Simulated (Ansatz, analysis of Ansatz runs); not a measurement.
# Barriers of 5 defect hops in MgAl₂C₂ (P-3m1)

Aim: rank jumps of point defects in MgAl₂C₂ (P-3m1) by their barriers, and see how firm the order is.

Plane-wave DFT (PBEsol) in Ansatz 0.2.0. For each hop both ends were relaxed and joined by a climbing-image band in a supercell, at fixed charge and with no image-charge correction. Cells with an odd electron count are spin-polarised. Left out are bands with an unsampled step, a second maximum, a lower structure on the way or a barrier under 0.03 eV, hosts that distort, and hops whose barrier moves by over a quarter on a mesh of more points; some further systems are held out of this collection. These are calculated values, not measurements.

### Step 1. The hops

A hop between unlike places has two barriers. The larger one, the climb from the lower place, is used for the ranking. Forward is the direction in which the atom was set to move. A move is called local where the atom goes under 2 Å and keeps its one covalent partner, or under 1.7 Å into a vacancy: alone, such a move is unlikely to carry an atom through the crystal.

```tsv
hop	charge	kind	largest displacement of an atom (Å)	forward (eV)	backward (eV)	host atoms	k-points	core time
Mg_i by the interstitialcy path	0	jump	2.83	1.49	1.49	90	one point at (¼, ¼, ¼)	26 min
Mg_i by the interstitialcy path	+2	jump	2.82	1.69	1.69	90	one point at (¼, ¼, ¼)	22 min
V_C hop, path a	+4	jump	3.33	3.35	3.35	90	one point at (¼, ¼, ¼)	16 min
V_C hop, path b	+4	jump	3.26	3.61	3.61	90	one point at (¼, ¼, ¼)	13 min
V_C hop, path b	0	jump	3.14	3.99	3.99	90	one point at (¼, ¼, ¼)	14 min
```

### Step 2. The surroundings of the moving atom

For the atom that moves farthest (on an interstitialcy path it can be the one pushed off its site), the atoms within 15 % of the nearest distance describe the place that it leaves and the one that it passes.

```tsv
hop	charge	at the start	at the top	larger barrier (eV)
Mg_i by the interstitialcy path	0	6 C at 2.30 Å and 6 Al at 2.34 Å	3 C at 2.06 to 2.09 Å and 1 Mg at 2.23 Å	1.49
Mg_i by the interstitialcy path	+2	6 C at 2.46 to 2.53 Å and 3 Al at 2.78 Å	3 C at 2.10 Å and 1 Mg at 2.26 Å	1.69
V_C hop, path a	+4	4 Al at 1.99 to 2.24 Å	3 Al at 1.87 to 2.10 Å and 1 Mg at 2.10 Å	3.35
V_C hop, path b	+4	4 Al at 1.97 to 2.13 Å	2 Al at 1.88 Å	3.61
V_C hop, path b	0	4 Al at 1.99 to 2.22 Å	2 Al at 1.83 to 1.88 Å	3.99
```

### Step 3. Checks on the paths found

Single points at start, top and end test the sampling and the functional without new bands. The modes of the moving atom, with the host held, give a rough attempt frequency.

Forward barriers in eV:

```tsv
hop	charge	band	mesh of more points	HSE06	LDA	r2SCAN	attempt frequency (THz)
Mg_i by the interstitialcy path	0	1.49	1.52	-	1.24	1.45	-
Mg_i by the interstitialcy path	+2	1.69	1.69	-	1.50	1.69	-
V_C hop, path a	+4	3.35	3.25	3.15	-	3.58	-
V_C hop, path b	+4	3.61	3.57	-	3.46	3.89	24.1
V_C hop, path b	0	3.99	3.83	-	3.98	4.50	15.5
```

### Step 4. Results

| Item | Value |
| --- | --- |
| larger barrier, Mg_i by the interstitialcy path, charge 0 | 1.49 eV |
| larger barrier, Mg_i by the interstitialcy path, charge plus 2 | 1.69 eV |
| larger barrier, V_C hop, path a, charge plus 4 | 3.35 eV |
| larger barrier, V_C hop, path b, charge plus 4 | 3.61 eV |
| larger barrier, V_C hop, path b, charge 0 | 3.99 eV |

What this shows: Of the jumps kept, the larger barrier is lowest for Mg_i by the interstitialcy path at charge 0 (1.49 eV) and highest for V_C hop, path b at charge 0 (3.99 eV). By element, the lowest of these is 1.49 eV for Mg and 3.35 eV for C. With an assumed prefactor of 1e13 per second, one uphill hop a second along one path needs about 580 K for Mg_i by the interstitialcy path (0) and 1550 K for V_C hop, path b (0). Of the paths run at two charges, V_C hop, path b changes most, by the larger barrier: 3.61 eV at +4 and 3.99 eV at 0. Whether the added carriers are bound to the defect, and whether each charge is stable, wasn't tested. On the 5 checked, the second mesh moves a barrier by up to 0.16 eV, so hops closer than that aren't ranked. For bands at (¼, ¼, ¼) the second mesh holds only that point and its sign variants, which is a weak test. HSE06 changes one forward barrier by -0.20 eV. LDA changes 4 forward barriers by -0.25 to -0.01 eV. r2SCAN changes 5 forward barriers by -0.04 to 0.51 eV. These are barriers of single jumps: diffusion also needs the defects, whose formation energies aren't counted here, and a chain of jumps that crosses the crystal. Other paths weren't searched, and for 3 of the 5 hops the top wasn't tested as a first-order saddle. Periodic copies stand 10.1 Å apart or more.

[Logs are printed without paths, hosts, clocks, repeated set-up lines and the standing remarks that a program may print on its own settings, such as how far it seeks lower states.]

[Hosts, paths, dates, database ids (printed as entryN), source tags and the programs' standing remarks are cut or masked in the printed files.]
